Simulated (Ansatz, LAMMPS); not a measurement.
# Elastic response of amorphous 64SiO2-25Y2O3-11Al2O3 (mol %) (164 atoms)

Aim: relax amorphous 64SiO2-25Y2O3-11Al2O3 (mol %) (164 atoms), then change its volume to read the bulk modulus from the stress.

Main program and level: Ansatz 0.2.0; Kohn-Sham DFT, PBE, PAW (set soft_1), plane waves.

## (1) The structure

The cell holds 164 atoms: 28 Si, 22 Y, 10 Al and 104 O. Its edges and angles: a = 13.169 Å, b = 13.169 Å, c = 13.169 Å, α = 90.0°, β = 90.0°, γ = 90.0°. 164 atoms (28 Si, 22 Er, 10 Al, 104 O) placed at random at 4.5 g/cm³, melted at 5000 K for 10 ps at fixed volume with the Morse and Coulomb pair potential with partial charges (Pedone, Malavasi, Menziani, Cormack and Segre, J. Phys. Chem. B 110, 11780 (2006)). Quenched from 5000 K to 300 K at 300 K/ps and fixed volume, held 10 ps at zero pressure, then minimised at fixed cell. Then Er was replaced by Y and the cell scaled by 1.01 (the potential has no terms for the new elements, so the cell is a start for a DFT relaxation).

Limits known from the start: The quench rate of 300 K/ps is many orders above laboratory rates, so the cell is likely richer in defects and strain than a real sample. The network of bonds at the start is that of the classical potential that made the cell, and needn't be the one that DFT or experiment would give. The Brillouin zone is sampled at Γ only.

## (2) Single point at the start

The forces at the start show how far the geometry lies from a minimum of this functional.

Input file input.yaml:

```yaml
crystal:
  lattice:
    - [13.16885, 0.0, 0.0]
    - [0.0, 13.16885, 0.0]
    - [0.0, 0.0, 13.16885]
  atoms:
    - { symbol: Si, position: [0.46236, 0.69361, 0.31006] }
    - { symbol: Si, position: [0.34117, 0.49465, 0.25701] }
    - { symbol: Si, position: [0.56801, 0.28526, 0.83205] }
    - { symbol: Si, position: [0.53738, 0.58404, 0.49417] }
    - { symbol: Si, position: [0.29994, 0.54074, 0.0194] }
    - { symbol: Si, position: [0.0183, 0.91034, 0.44674] }
    - { symbol: Si, position: [0.46121, 0.08631, 0.92686] }
    - { symbol: Si, position: [0.7388, 0.9557, 0.88529] }
    - { symbol: Si, position: [0.74983, 0.764, 0.7603] }
    - { symbol: Si, position: [0.32492, 0.28377, 0.4735] }
    - { symbol: Si, position: [0.77227, 0.16843, 0.8103] }
    - { symbol: Si, position: [0.47857, 0.11278, 0.44001] }
    - { symbol: Si, position: [0.31095, 0.51259, 0.53502] }
    - { symbol: Si, position: [0.19853, 0.79634, 0.25266] }
    - { symbol: Si, position: [0.79762, 0.45378, 0.69001] }
    - { symbol: Si, position: [0.16682, 0.59482, 0.3802] }
    - { symbol: Si, position: [0.47301, 0.92221, 0.32354] }
    - { symbol: Si, position: [0.01446, 0.34339, 0.53802] }
    - { symbol: Si, position: [0.89189, 0.66571, 0.6023] }
    - { symbol: Si, position: [0.88476, 0.73332, 0.37111] }
    - { symbol: Si, position: [0.62469, 0.63487, 0.06209] }
    - { symbol: Si, position: [0.28961, 0.24952, 0.08917] }
    - { symbol: Si, position: [0.29299, 0.72222, 0.78048] }
    - { symbol: Si, position: [0.76902, 0.31204, 0.20392] }
    - { symbol: Si, position: [0.29986, 0.19224, 0.69482] }
    - { symbol: Si, position: [0.88519, 0.28536, 0.99208] }
    - { symbol: Si, position: [0.81192, 0.00461, 0.46605] }
    - { symbol: Si, position: [0.43339, 0.9964, 0.72066] }
    - { symbol: "Y", position: [0.55108, 0.3214, 0.3383] }
    - { symbol: "Y", position: [0.71299, 0.6021, 0.27564] }
    - { symbol: "Y", position: [0.02654, 0.13674, 0.72083] }
    - { symbol: "Y", position: [0.49813, 0.40738, 0.07685] }
    [... 126 atom lines left out ...]
    - { symbol: O, position: [0.41871, 0.72808, 0.76232] }
    - { symbol: O, position: [0.82516, 0.21708, 0.9106] }
    - { symbol: O, position: [0.34559, 0.52068, 0.13753] }
    - { symbol: O, position: [0.24164, 0.33534, 0.15975] }
    - { symbol: O, position: [0.86644, 0.85788, 0.13068] }
    - { symbol: O, position: [0.36256, 0.09175, 0.45346] }
kpoints:
  mp_grid: { grid: [1, 1, 1] }
hamiltonian:
  xc: pbe
  pseudopotentials: { kind: paw, azcp: { folder: soft_1 } }
scf:
  occupations: { method: fixed }
output:
  forces: true
```

The run is started by

```
ansatz run input.yaml --threads 4 --pin off --max-ram 8192MiB --backend cpu --events-out ev --progress --plain --runs-dir out
```

Numbers of over 12 decimals in the logs are rounded to 6 here.

Output:

```text
[...]
Pseudopotentials: kind: paw
Pseudopotential: Si, paw, valence charge 4, recommended cutoff 420 eV (normal), soft_1/Si.paw.azcp
Pseudopotential: Y, paw, valence charge 11, recommended cutoff 420 eV (normal), soft_1/Y.paw.azcp
Pseudopotential: Al, paw, valence charge 3, recommended cutoff 420 eV (normal), soft_1/Al.paw.azcp
Pseudopotential: O, paw, valence charge 6, recommended cutoff 420 eV (normal), soft_1/O.paw.azcp
[... 5 lines on functional and potentials left out ...]
Crystal: 164 atoms, lattice volume = 2283.724 Å³
Basis set: ecut = 420 eV, 44473 PW (Γ), exchange–correlation on 180×180×180 points (8 copies of the dense FFT grid, shifted against one another)
Bands: 668, of which v1, the nominal top of the filled ones, is band 504 counted from 1 (503 counted from 0)
Symmetry: 1 space group operations
Space group: P1 (ITA 1), of the structure as read, at distance tolerance 1.3e-4 Å
k-points: 1
[... 9 lines on functional and potentials left out ...]
Initial density: superposition of atomic densities (chi_scale 0.1, normalization cell, long waves 78 % of neutral atoms (reshape's long-wave potential 1.78 eV rms, cloud 2.56 Å wide))
Initial wavefunctions: pseudopotential atomic-orbital guess
[...]
SCF iter   1: F=—  HF=-167155.426715 eV  |F-HF|=—  |Δ(HF+E_count)|=         —  Δρ=8.74e-2  dr2=2.25e2  ethr=3.10e-3  ⟨swp⟩=5.0  Hψ=1960  notcnv=0  defer=159
preconditioner: auto → Resta (q_TF=auto, 2.381 Å⁻¹)  ε∞=3.5  [insulator: Δε(μ)=2.336 eV  Ē_g=15.199 eV  n_scr=484 (ndim 8)  ℏωp=24.1 eV  f_vac=0.037  ε∞_Penn≈3.5]
SCF iter   2: F=—  HF=-167100.640313 eV  |F-HF|=—  |Δ(HF+E_count)|=    5.48e1  Δρ=3.95e-2  dr2=4.08e1  ethr=3.10e-3  ⟨swp⟩=3.0  Hψ=1175  notcnv=0  defer=156
SCF iter   3: F=—  HF=-167092.489726 eV  |F-HF|=—  |Δ(HF+E_count)|=    8.15e0  Δρ=1.69e-2  dr2=9.82e0  ethr=3.10e-3  ⟨swp⟩=4.0  Hψ=1186  notcnv=0  defer=156
automatic band count: iteration 3 solves 664 bands in place of 668: the levels show a gap, and the empty bands left out lie too high to hold charge; the band table lists the bands solved (type scf.n_extra_bands for more)
SCF iter   4: F=—  HF=-167091.145910 eV  |F-HF|=—  |Δ(HF+E_count)|=    1.34e0  Δρ=6.80e-3  dr2=9.31e-1  ethr=9.74e-4  ⟨swp⟩=3.0  Hψ=838  notcnv=0  defer=158
SCF iter   5: F=—  HF=-167091.271569 eV  |F-HF|=—  |Δ(HF+E_count)|=   1.26e-1  Δρ=3.68e-3  dr2=3.01e-1  ethr=9.23e-5  ⟨swp⟩=2.0  Hψ=1001  notcnv=0  defer=158
[...]
SCF iter  13: F=—  HF=-167091.337315 eV  |F-HF|=—  |Δ(HF+E_count)|=   8.87e-7  Δρ=3.23e-6  dr2=2.18e-7  ethr=8.18e-11  ⟨swp⟩=2.0  Hψ=845  notcnv=0  defer=157
SCF iter  14: F=-167091.337315 eV  HF=-167091.337315 eV  |F-HF|=2.47e-8  |Δ(HF+E_count)|=   9.20e-8  Δρ=1.97e-6  dr2=7.97e-8  ethr=9.92e-12  ⟨swp⟩=4.0  Hψ=1948  notcnv=0
SCF 1 converged in 14 iterations: F = -167091.337315 eV  dr2 = 7.97e-8
[...]
SCF converged after 14 iterations
Free energy (F): -167091.337315 eV
Harris-Foulkes:  -167091.337315 eV  (|F-HF|=2.47e-8)
Internal energy: -167091.337315 eV  (E = F + TS)
E sigma→0 (E₀):  -167091.337315 eV
Fermi energy:    5.272900 eV
--- Per-component energies (eV) ---
[...]
Σ components = -167091.337315   (vs F -167091.337315, Δ=0.00e0)
--- Forces (eV/Å), atoms counted from 1 ---
  atom   1  Si    -0.05659842    -0.78243116    -0.65959565
  atom   2  Si     0.39459186     1.86656637     0.43758519
  atom   3  Si     0.50999917    -0.35942807    -0.40335909
  atom   4  Si    -1.04489785    -0.55982964    -0.02424979
[...]
atom 164  O     -2.06880611    -0.16988752    -0.28682956
  max |Σ_I F_I| component: 1.95e-4 eV/Å
```

Run time: 39 s. Hardware: 4 threads of Intel Xeon Platinum 8488C (Sapphire Rapids), shared host; peak memory 3.6 GiB.

The r.m.s. force at the start is 0.72 eV/Å.

## (3) Cell and atoms relaxed

Cell and atoms are freed together, to release stress as well as forces.

Input file input.yaml:

```yaml
crystal:
  lattice:
    - [13.16885, 0.0, 0.0]
    - [0.0, 13.16885, 0.0]
    - [0.0, 0.0, 13.16885]
  atoms:
    [... the 164 atom lines of step 2 ...]
kpoints:
  mp_grid: { grid: [1, 1, 1] }
hamiltonian:
  xc: pbe
  pseudopotentials: { kind: paw, azcp: { folder: soft_1 } }
scf:
  occupations: { method: fixed }
output:
  forces: true
relax:
  f_tol: 0.05
  max_steps: 150
  cell: {}
```

Output:

```text
[...]
Crystal: 164 atoms, lattice volume = 2283.724 Å³
Basis set: ecut = 420 eV, 44473 PW (Γ), exchange–correlation on 180×180×180 points (8 copies of the dense FFT grid, shifted against one another)
Bands: 668, of which v1, the nominal top of the filled ones, is band 504 counted from 1 (503 counted from 0)
Symmetry: 1 space group operations
[...]
k-points: 1
[...]
SCF iter   1: F=—  HF=-167155.426715 eV  |F-HF|=—  |Δ(HF+E_count)|=         —  Δρ=8.74e-2  dr2=2.25e2  ethr=3.10e-3  ⟨swp⟩=5.0  Hψ=1960  notcnv=0  defer=159
[...]
SCF iter   5: F=—  HF=-167091.271580 eV  |F-HF|=—  |Δ(HF+E_count)|=   1.26e-1  Δρ=3.68e-3  dr2=3.01e-1  ethr=9.23e-5  ⟨swp⟩=2.0  Hψ=1001  notcnv=0  defer=158
[...]
SCF iter  13: F=—  HF=-167091.337315 eV  |F-HF|=—  |Δ(HF+E_count)|=   8.87e-7  Δρ=3.23e-6  dr2=2.18e-7  ethr=8.18e-11  ⟨swp⟩=2.0  Hψ=845  notcnv=0  defer=157
SCF iter  14: F=-167091.337315 eV  HF=-167091.337315 eV  |F-HF|=2.48e-8  |Δ(HF+E_count)|=   9.21e-8  Δρ=1.97e-6  dr2=7.97e-8  ethr=9.92e-12  ⟨swp⟩=4.0  Hψ=1948  notcnv=0
SCF 1 converged in 14 iterations: F = -167091.337315 eV  dr2 = 7.97e-8
[...]
relax step   1: F+E_penalty+E_count = -167091.33731504 eV  Δ(F+E_penalty+E_count) = +0.000e0 eV  max|allowed force component| = 2.436e0 eV/Å  Δτ_max = 0.0000 Å  P = +0.036 GPa  Ω = 2283.724 Å³  (14 SCF iters, dr2 threshold 1.00e-7 eV, accepted)
[... from here on, the SCF cycles and remarks between the steps are left out ...]
relax step   2: F+E_penalty+E_count = -167095.22862083 eV  Δ(F+E_penalty+E_count) = -3.891e0 eV  max|allowed force component| = 1.522e0 eV/Å  Δτ_max = 0.1948 Å  P = +2.099 GPa  Ω = 2231.210 Å³  energy of the carried Pulay correction = +1.072e-1 eV  (8 SCF iters, dr2 threshold 1.64e-5 eV, accepted)
relax step   3: F+E_penalty+E_count = -167096.43994863 eV  Δ(F+E_penalty+E_count) = -1.211e0 eV  max|allowed force component| = 9.143e-1 eV/Å  Δτ_max = 0.0995 Å  P = +0.935 GPa  Ω = 2244.799 Å³  energy of the carried Pulay correction = +7.921e-2 eV  (8 SCF iters, dr2 threshold 1.64e-5 eV, accepted)
relax step   4: F+E_penalty+E_count = -167097.38861168 eV  Δ(F+E_penalty+E_count) = -9.487e-1 eV  max|allowed force component| = 4.115e-1 eV/Å  Δτ_max = 0.2000 Å  P = +0.227 GPa  Ω = 2251.178 Å³  energy of the carried Pulay correction = +6.614e-2 eV  (8 SCF iters, dr2 threshold 1.64e-5 eV, accepted)
relax step   5: F+E_penalty+E_count = -167097.71212578 eV  Δ(F+E_penalty+E_count) = -3.235e-1 eV  max|allowed force component| = 6.400e-1 eV/Å  Δτ_max = 0.2000 Å  P = -0.002 GPa  Ω = 2248.592 Å³  energy of the carried Pulay correction = +7.143e-2 eV  (8 SCF iters, dr2 threshold 1.06e-5 eV, accepted)
relax step   6: F+E_penalty+E_count = -167097.92278463 eV  Δ(F+E_penalty+E_count) = -2.107e-1 eV  max|allowed force component| = 4.022e-1 eV/Å  Δτ_max = 0.2000 Å  P = +0.076 GPa  Ω = 2243.574 Å³  energy of the carried Pulay correction = +8.173e-2 eV  (8 SCF iters, dr2 threshold 1.64e-5 eV, accepted)
relax step   7: F+E_penalty+E_count = -167097.93347094 eV  Δ(F+E_penalty+E_count) = -1.069e-2 eV  max|allowed force component| = 8.931e-1 eV/Å  Δτ_max = 0.1220 Å  P = +0.001 GPa  Ω = 2242.052 Å³  energy of the carried Pulay correction = +8.485e-2 eV  (7 SCF iters, dr2 threshold 1.01e-5 eV, accepted)
relax step   8: F+E_penalty+E_count = -167098.03524595 eV  Δ(F+E_penalty+E_count) = -1.018e-1 eV  max|allowed force component| = 1.900e-1 eV/Å  Δτ_max = 0.2000 Å  P = +0.012 GPa  Ω = 2245.233 Å³  energy of the carried Pulay correction = +7.832e-2 eV  (8 SCF iters, dr2 threshold 1.64e-5 eV, accepted)
relax step   9: F+E_penalty+E_count = -167097.81541692 eV  Δ(F+E_penalty+E_count) = +2.198e-1 eV  max|allowed force component| = 8.811e-1 eV/Å  Δτ_max = 0.2000 Å  P = -0.026 GPa  Ω = 2247.143 Å³  energy of the carried Pulay correction = +7.440e-2 eV  (9 SCF iters, dr2 threshold 2.26e-6 eV, rejected (line search))
relax step  10: F+E_penalty+E_count = -167098.09716797 eV  Δ(F+E_penalty+E_count) = -6.192e-2 eV  max|allowed force component| = 8.864e-2 eV/Å  Δτ_max = 0.1000 Å  P = -0.048 GPa  Ω = 2247.184 Å³  energy of the carried Pulay correction = +7.432e-2 eV  (13 SCF iters, accepted)
relax step  11: F+E_penalty+E_count = -167098.12093953 eV  Δ(F+E_penalty+E_count) = -2.377e-2 eV  max|allowed force component| = 5.730e-2 eV/Å  Δτ_max = 0.1000 Å  P = -0.000 GPa  Ω = 2246.766 Å³  energy of the carried Pulay correction = +7.518e-2 eV  (8 SCF iters, dr2 threshold 4.91e-7 eV, accepted)
relax step  12: F+E_penalty+E_count = -167098.12339958 eV  Δ(F+E_penalty+E_count) = -2.460e-3 eV  max|allowed force component| = 6.227e-2 eV/Å  Δτ_max = 0.0654 Å  P = -0.018 GPa  Ω = 2247.805 Å³  energy of the carried Pulay correction = +7.305e-2 eV  (8 SCF iters, dr2 threshold 2.05e-7 eV, accepted)
relax step  13: F+E_penalty+E_count = -167098.12787101 eV  Δ(F+E_penalty+E_count) = -4.471e-3 eV  max|allowed force component| = 5.795e-2 eV/Å  Δτ_max = 0.0230 Å  P = -0.002 GPa  Ω = 2247.624 Å³  energy of the carried Pulay correction = +7.342e-2 eV  (8 SCF iters, dr2 threshold 2.42e-7 eV, accepted)
relax step  14: F+E_penalty+E_count = -167098.11725585 eV  Δ(F+E_penalty+E_count) = +1.062e-2 eV  max|allowed force component| = 1.485e-1 eV/Å  Δτ_max = 0.0782 Å  P = +0.010 GPa  Ω = 2247.038 Å³  energy of the carried Pulay correction = +7.462e-2 eV  (9 SCF iters, dr2 threshold 2.10e-7 eV, rejected (line search))
relax step  15: F+E_penalty+E_count = -167098.13292907 eV  Δ(F+E_penalty+E_count) = -5.058e-3 eV  max|allowed force component| = 3.905e-2 eV/Å  Δτ_max = 0.0225 Å  P = +0.025 GPa  Ω = 2246.924 Å³  energy of the carried Pulay correction = +7.485e-2 eV  (11 SCF iters, accepted)
relax step  16: F+E_penalty+E_count = -167098.11434248 eV  Δ(F+E_penalty+E_count) = +1.859e-2 eV  max|allowed force component| = 3.909e-2 eV/Å  Δτ_max = 0.0000 Å  P = -0.013 GPa  Ω = 2246.924 Å³  stress off target by 1.16e-1 GPa  SCF on the basis re-selected at this cell (its energy is not comparable with the rows above)  (7 SCF iters)
relax step  17: F+E_penalty+E_count = -167098.10590791 eV  Δ(F+E_penalty+E_count) = +8.435e-3 eV  max|allowed force component| = 9.405e-2 eV/Å  Δτ_max = 0.1000 Å  P = -0.007 GPa  Ω = 2245.241 Å³  energy of the carried Pulay correction = +3.141e-3 eV  (9 SCF iters, dr2 threshold 3.38e-8 eV, rejected (line search))
relax step  18: F+E_penalty+E_count = -167098.12140757 eV  Δ(F+E_penalty+E_count) = -7.065e-3 eV  max|allowed force component| = 2.363e-2 eV/Å  Δτ_max = 0.0423 Å  P = +0.014 GPa  Ω = 2245.845 Å³  energy of the carried Pulay correction = +2.056e-3 eV  (11 SCF iters, accepted)
relax step  19: F+E_penalty+E_count = -167098.11920860 eV  Δ(F+E_penalty+E_count) = +2.199e-3 eV  max|allowed force component| = 2.363e-2 eV/Å  Δτ_max = 0.0000 Å  P = +0.013 GPa  Ω = 2245.845 Å³  stress off target by 1.76e-2 GPa  SCF on the basis re-selected at this cell (its energy is not comparable with the rows above)  (5 SCF iters)
[...]
SCF converged after 5 iterations
Free energy (F): -167098.119209 eV
[...]
Internal energy: -167098.119209 eV  (E = F + TS)
E sigma→0 (E₀):  -167098.119209 eV
Fermi energy:    5.302660 eV
[...]
Σ components = -167098.119209   (vs F -167098.119209, Δ=0.00e0)
--- Forces (eV/Å), atoms counted from 1 ---
  atom   1  Si    -0.00246987     0.00662162     0.00364390
  atom   2  Si     0.00038409     0.00516701     0.01308953
  atom   3  Si    -0.00027979     0.00402273     0.01213857
  atom   4  Si     0.00243217    -0.00060013    -0.01223206
[...]
atom 164  O      0.00414085    -0.00279879     0.00623199
  max |Σ_I F_I| component: 3.48e-5 eV/Å
--- Stress (GPa, compression-positive) ---
        0.009707       0.003586      -0.003331
        0.003589       0.015647       0.000555
       -0.003329       0.000555       0.013413
  P = ⅓ Tr σ = 0.0129 GPa (0.129 kbar)
--- Relaxed structure (17 steps of the walk, 14 accepted, 2 SCFs on fresh bases) ---
  F+E_penalty+E_count = -167098.11920860 eV   max|allowed force component| = 2.363e-2 eV/Å   (the final SCF, on the basis selected at the relaxed cell)
  cell:  # Å, volume = 2245.8446 Å³
    - [12.892137, -0.070561, -0.226925]
    - [-0.070561, 13.090823, -0.011971]
    - [-0.226925, -0.011971, 13.311635]
  atoms:
    - { symbol: Si, position: [0.478638, 0.713900, 0.309139] }
    - { symbol: Si, position: [0.353840, 0.514871, 0.252934] }
    - { symbol: Si, position: [0.566984, 0.286251, 0.837593] }
    - { symbol: Si, position: [0.529414, 0.576203, 0.486429] }
[...]
- { symbol: O, position: [0.360288, 0.118222, 0.471730] }
```

Wall time 9.4 min (4 threads); peak memory 3.7 GiB.

The relaxation converged after 17 steps, with a largest force component of 0.024 eV/Å.

(Part 1 of 2 ends here.)

[Logs are printed without paths, hosts, clocks, repeated set-up lines and the standing remarks that a program may print on its own settings, such as how far it seeks lower states.]

[Hosts, paths, dates, database ids (printed as entryN), source tags and the programs' standing remarks are cut or masked in the printed files.]
